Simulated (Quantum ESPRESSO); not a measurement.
# Dielectric function and optical constants of KBr

Aim: the dielectric function of KBr, and the optical constants that follow from it.

Program: Quantum ESPRESSO 7.5. Level of theory: DFT, PBE, plane waves with norm-conserving potentials (PseudoDojo), scalar-relativistic, independent-particle optical response without local fields and without the non-local commutator. Results are calculated unless marked as measured.

### Step 1. Set-up

It takes space group Fm-3m (No. 225, cubic). The conventional cell has a = 6.600 Å, b = 6.600 Å, c = 6.600 Å, α = 90.00°, β = 90.00°, γ = 90.00°. Nearest to Br lie 6 K at 3.30 Å. Nearest to K lie 6 Br at 3.30 Å. Farther neighbours and most contacts between anions are not listed.

### Step 2. Ground state

First the ground state: is it a metal or has it a gap?

This step: DFT, PBE, plane waves with norm-conserving potentials (PseudoDojo), scalar-relativistic, ground state (Quantum ESPRESSO 7.5).

File scf.in:

```
&control
  calculation = 'scf'
  prefix = 'x'
  outdir = './tmp'
  pseudo_dir = './'
  verbosity = 'high'
/
&system
  ibrav = 0
  nat = 2
  ntyp = 2
  ecutwfc = 70
  occupations = 'smearing'
  smearing = 'fd'
  degauss = 0.003675
  nbnd = 12
/
&electrons
  conv_thr = 1e-09
  electron_maxstep = 100
/
ATOMIC_SPECIES
  Br 1.0 Br.upf
  K 1.0 K.upf
CELL_PARAMETERS angstrom
  0.000000000000 3.300000000000 3.300000000000
  3.300000000000 0.000000000000 3.300000000000
  3.300000000000 3.300000000000 0.000000000000
ATOMIC_POSITIONS crystal
  Br 0.500000000000 0.500000000000 0.500000000000
  K 0.000000000000 0.000000000000 0.000000000000
K_POINTS automatic
  6 6 6 0 0 0
```

Launch:

```sh
> mpirun -n 4 pw.x -nk 4 -in scf.in
```

The log of the run:

```text
for quantum simulation of materials; please cite

     using ibrav=0 with symmetry is DISCOURAGED, use correct ibrav instead

     G-vector sticks info
     --------------------
     sticks:   dense  smooth     PW     G-vecs:    dense   smooth      PW
     Sum        1507    1507    433                38421    38421    5961

     Using Slab Decomposition

     bravais-lattice index     =            0
     lattice parameter (alat)  =       8.8192  a.u.
     unit-cell volume          =     485.0298 (a.u.)^3
     number of atoms/cell      =            2
     number of atomic types    =            2
     number of electrons       =        16.00
     number of Kohn-Sham states=           12
     kinetic-energy cutoff     =      70.0000  Ry
     charge density cutoff     =     280.0000  Ry
     scf convergence threshold =      1.0E-09
     mixing beta               =       0.7000
     number of iterations used =            8  plain     mixing
     Exchange-correlation= PBE
                           (   1   4   3   4   0   0   0)

     celldm(1)=   8.819172  celldm(2)=   0.000000  celldm(3)=   0.000000
     celldm(4)=   0.000000  celldm(5)=   0.000000  celldm(6)=   0.000000

     crystal axes: (cart. coord. in units of alat)
               a(1) = (   0.000000   0.707107   0.707107 )
               a(2) = (   0.707107   0.000000   0.707107 )
               a(3) = (   0.707107   0.707107   0.000000 )

     reciprocal axes: (cart. coord. in units 2 pi/alat)
               b(1) = ( -0.707107  0.707107  0.707107 )
               b(2) = (  0.707107 -0.707107  0.707107 )
               b(3) = (  0.707107  0.707107 -0.707107 )

     ./Br.upf
     Pseudo is Norm-conserving + core correction, Zval =  7.0
     Generated using ONCVPSP code by D. R. Hamann
     Using radial grid of 1098 points,  6 beta functions with:
                l(1) =   0
                l(2) =   0
                l(3) =   1
                l(4) =   1
                l(5) =   2
                l(6) =   2

     ./K.upf
     Pseudo is Norm-conserving + core correction, Zval =  9.0
     Generated using ONCVPSP code by D. R. Hamann
     Using radial grid of 2222 points,  6 beta functions with:
                l(1) =   0
                l(2) =   0
                l(3) =   1
                l(4) =   1
                l(5) =   2
                l(6) =   2

     atomic species   valence    mass     pseudopotential
     Br                7.00     1.00000     Br( 1.00)
     K                 9.00     1.00000     K ( 1.00)

     48 Sym. Ops., with inversion, found

                                    s                        frac. trans.

     [... symmetry matrices left out ...]
   Cartesian axes

     site n.     atom                  positions (alat units)
         1        Br     tau(   1) = (   0.7071068   0.7071068   0.7071068  )
         2        K      tau(   2) = (   0.0000000   0.0000000   0.0000000  )

   Crystallographic axes

     site n.     atom                  positions (cryst. coord.)
         1        Br     tau(   1) = (  0.5000000  0.5000000  0.5000000  )
         2        K      tau(   2) = (  0.0000000  0.0000000  0.0000000  )

     number of k points=    16  Fermi-Dirac smearing, width (Ry)=  0.0037
                       cart. coord. in units 2pi/alat
        k(    1) = (   0.0000000   0.0000000   0.0000000), wk =   0.0092593
        k(    2) = (   0.1178511   0.1178511  -0.1178511), wk =   0.0740741
        k(    3) = (   0.2357023   0.2357023  -0.2357023), wk =   0.0740741
        k(    4) = (  -0.3535534  -0.3535534   0.3535534), wk =   0.0370370
        k(    5) = (   0.2357023   0.0000000  -0.0000000), wk =   0.0555556
        k(    6) = (   0.3535534   0.1178511  -0.1178511), wk =   0.2222222
        k(    7) = (  -0.2357023  -0.4714045   0.4714045), wk =   0.2222222
        k(    8) = (  -0.1178511  -0.3535534   0.3535534), wk =   0.2222222
        k(    9) = (   0.0000000  -0.2357023   0.2357023), wk =   0.1111111
        k(   10) = (   0.4714045   0.0000000  -0.0000000), wk =   0.0555556
        k(   11) = (  -0.1178511  -0.5892557   0.5892557), wk =   0.2222222
        k(   12) = (  -0.0000000  -0.4714045   0.4714045), wk =   0.1111111
        k(   13) = (  -0.7071068   0.0000000   0.0000000), wk =   0.0277778
        k(   14) = (  -0.2357023  -0.4714045   0.7071068), wk =   0.2222222
        k(   15) = (  -0.1178511  -0.3535534   0.5892557), wk =   0.2222222
        k(   16) = (  -0.7071068   0.2357023   0.0000000), wk =   0.1111111

                       cryst. coord.
[...]
k(    9) = (  -0.0000000   0.1666667  -0.1666667), wk =   0.1111111
        k(   10) = (  -0.0000000   0.3333333   0.3333333), wk =   0.0555556
        k(   11) = (   0.0000000   0.3333333  -0.5000000), wk =   0.2222222
        k(   12) = (   0.0000000   0.3333333  -0.3333333), wk =   0.1111111
        k(   13) = (   0.0000000  -0.5000000  -0.5000000), wk =   0.0277778
        k(   14) = (   0.1666667   0.3333333  -0.5000000), wk =   0.2222222
        k(   15) = (   0.1666667   0.3333333  -0.3333333), wk =   0.2222222
        k(   16) = (   0.1666667  -0.5000000  -0.3333333), wk =   0.1111111

     Dense  grid:    38421 G-vectors     FFT dimensions: (  48,  48,  48)

     Initial potential from superposition of free atoms

     starting charge      15.9807, renormalised to      16.0000
     Starting wfcs are    9 randomized atomic wfcs +    3 random wfcs

     Self-consistent Calculation

     iteration #  1     ecut=    70.00 Ry     beta= 0.70
     Davidson diagonalization with overlap

            59 MiB given to the printing process from OS
            29 MiB allocation reported by mallinfo(arena+hblkhd)
------------------
     ethr =  1.00E-02,  avg # of iterations =  6.5

     Threshold (ethr) on eigenvalues was too large:
     Diagonalizing with lowered threshold

     Davidson diagonalization with overlap

            62 MiB given to the printing process from OS
            33 MiB allocation reported by mallinfo(arena+hblkhd)
------------------
     ethr =  3.03E-04,  avg # of iterations =  6.0

     total energy              =     -91.82143527 Ry
     estimated scf accuracy    <       0.04631794 Ry

     iteration #  2     ecut=    70.00 Ry     beta= 0.70
     Davidson diagonalization with overlap

            74 MiB given to the printing process from OS
            40 MiB allocation reported by mallinfo(arena+hblkhd)
------------------
     ethr =  2.89E-04,  avg # of iterations =  3.4

     total energy              =     -91.83419243 Ry
     estimated scf accuracy    <       0.00861220 Ry

     iteration #  3     ecut=    70.00 Ry     beta= 0.70
     Davidson diagonalization with overlap

            75 MiB given to the printing process from OS
            41 MiB allocation reported by mallinfo(arena+hblkhd)
------------------
     ethr =  5.38E-05,  avg # of iterations =  4.4

     total energy              =     -91.83616896 Ry
     estimated scf accuracy    <       0.00021885 Ry

     iteration #  4     ecut=    70.00 Ry     beta= 0.70
     Davidson diagonalization with overlap

            76 MiB given to the printing process from OS
            43 MiB allocation reported by mallinfo(arena+hblkhd)
------------------
     ethr =  1.37E-06,  avg # of iterations =  9.9

     total energy              =     -91.83625139 Ry
     estimated scf accuracy    <       0.00000786 Ry

     iteration #  5     ecut=    70.00 Ry     beta= 0.70
     Davidson diagonalization with overlap

            77 MiB given to the printing process from OS
            44 MiB allocation reported by mallinfo(arena+hblkhd)
------------------
     ethr =  4.91E-08,  avg # of iterations =  2.8

     total energy              =     -91.83625421 Ry
     estimated scf accuracy    <       0.00000023 Ry

     iteration #  6     ecut=    70.00 Ry     beta= 0.70
     Davidson diagonalization with overlap

            78 MiB given to the printing process from OS
            45 MiB allocation reported by mallinfo(arena+hblkhd)
------------------
     ethr =  1.47E-09,  avg # of iterations =  3.9

     total energy              =     -91.83625446 Ry
     estimated scf accuracy    <       0.00000009 Ry

     iteration #  7     ecut=    70.00 Ry     beta= 0.70
     Davidson diagonalization with overlap

            80 MiB given to the printing process from OS
            46 MiB allocation reported by mallinfo(arena+hblkhd)
------------------
     ethr =  5.59E-10,  avg # of iterations =  2.0

     total energy              =     -91.83625447 Ry
     estimated scf accuracy    <          1.9E-09 Ry

     iteration #  8     ecut=    70.00 Ry     beta= 0.70
     Davidson diagonalization with overlap

            81 MiB given to the printing process from OS
            47 MiB allocation reported by mallinfo(arena+hblkhd)
------------------
     ethr =  1.18E-11,  avg # of iterations =  3.8

     End of self-consistent calculation

          k = 0.0000 0.0000 0.0000 (  4813 PWs)   bands (ev):

   -26.6620 -11.1781 -10.1389 -10.1389 -10.1389   1.1164   1.1164   1.1164
     5.5524   8.7245   8.7246   8.7247

     occupation numbers
     1.0000   1.0000   1.0000   1.0000   1.0000   1.0000   1.0000   1.0000
     0.0000   0.0000   0.0000   0.0000

          k = 0.1179 0.1179-0.1179 (  4798 PWs)   bands (ev):

   -26.6606 -11.2290 -10.1403 -10.1403 -10.0706   0.7515   1.0279   1.0279
     6.2080   8.5845   9.0474   9.0475

     occupation numbers
     1.0000   1.0000   1.0000   1.0000   1.0000   1.0000   1.0000   1.0000
     0.0000   0.0000   0.0000   0.0000

          k = 0.2357 0.2357-0.2357 (  4777 PWs)   bands (ev):

   -26.6578 -11.3164 -10.1431 -10.1431  -9.9477   0.1794   0.8617   0.8617
     7.3161   8.8367   9.9092   9.9092

     occupation numbers
     1.0000   1.0000   1.0000   1.0000   1.0000   1.0000   1.0000   1.0000
     0.0000   0.0000   0.0000   0.0000

          k =-0.3536-0.3536 0.3536 (  4802 PWs)   bands (ev):

   -26.6564 -11.3548 -10.1445 -10.1445  -9.8911  -0.0603   0.7833   0.7833
     7.7072   9.3510  11.1911  11.1921

     occupation numbers
     1.0000   1.0000   1.0000   1.0000   1.0000   1.0000   1.0000   1.0000
     0.0000   0.0000   0.0000   0.0000

     [... further k points left out ...]

     the Fermi energy is     4.4069 ev

!    total energy              =     -91.83625447 Ry
     estimated scf accuracy    <          3.5E-10 Ry
     smearing contrib. (-TS)   =      -0.00000000 Ry
     internal energy E=F+TS    =     -91.83625447 Ry

     The total energy is F=E-TS. E is the sum of the following terms:
     one-electron contribution =     -29.06536040 Ry
     hartree contribution      =      19.28295273 Ry
     xc contribution           =     -23.25597163 Ry
     ewald contribution        =     -58.79787517 Ry

     convergence has been achieved in   8 iterations

     XML data file, charge density, pseudopotentials, collected wavefunctions

                                        0.00s GPU  (     209 calls)

=------------------------------------------------------------------------------=
   JOB DONE.
=------------------------------------------------------------------------------=
```

Wall time 4.5 s (4 MPI ranks of Arm Neoverse V2, shared host); peak memory 0.08 GiB; 18 s of CPU time.

This step gave:

* total energy: -91.84 Ry
* gap on the k-mesh: 4.436 eV
* direct gap on the mesh: 4.436 eV

There is a gap, 4.44 eV on this mesh (points off the mesh can give less), so no carriers' term is needed.

[end of part 1 of 3]

[Machine, clock, banner and «Message from routine» lines are left out of the logs.]

[Logs are printed without paths, hosts, clocks, repeated set-up lines and the standing remarks that a program may print on its own settings, such as how far it seeks lower states.]

[Hosts, paths, dates, database ids (printed as entryN), source tags and the programs' standing remarks are cut or masked in the printed files.]
